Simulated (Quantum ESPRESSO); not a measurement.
# Calculated records

```
! title: CrPSe3: parallel and opposed starts
! method: LDA; plane waves with GBRV 1.5 LDA potentials, no spin-orbit coupling (and 1 further level or step)
! program: Quantum ESPRESSO 7.5
! settings of one run: GBRV 1.5 LDA, cutoff 544.23 eV, 4×4×4 k-mesh, 53 bands, fermi-dirac occupations, smearing width 0.05 eV, collinear spin, SCF threshold 2.00e-8, mesh matched on, starting moments 3 3 0 0 0 0 0 0 0 0 μB
! cost: 2 runs, 4.7 min in all on 4 MPI ranks of Arm Neoverse V2, shared host (the runs of this entry)
! notes: The run is spin-polarised, with a total moment of 5.72 μB a cell (absolute 6.48).
! lowest state found: ferromagnetic (from ferro ++)
! largest site moment: 2.65 μB
! next state with moments: antiferromagnetic, 148 meV a seeded atom higher
CELL_PARAMETERS angstrom
3.17742 -5.49419 0.00000
3.17742 5.49419 0.00000
-2.10883 0.00000 6.68719
ATOMIC_POSITIONS crystal
Cr 0.33270 0.66730 0.00000
Cr 0.66730 0.33270 0.00000
P 0.05667 0.05667 0.16830
P 0.94333 0.94333 0.83170
Se 0.71163 0.71163 0.22942
Se 0.28837 0.28837 0.77058
Se 0.44033 0.07620 0.22877
Se 0.07620 0.44033 0.22877
Se 0.55967 0.92380 0.77123
Se 0.92380 0.55967 0.77123
```

[Logs and program files are shortened in this print: banners, set-up blocks, solver, clock and traceback lines can be left out without a mark of their own.]

[Logs are printed without paths, hosts, clocks, repeated set-up lines and the standing remarks that a program may print on its own settings, such as how far it seeks lower states.]

[Hosts, paths, dates, database ids (printed as entryN), source tags and the programs' standing remarks are cut or masked in the printed files.]

[Where a cell is said to come from a database of computed structures, the database is the Materials Project.]
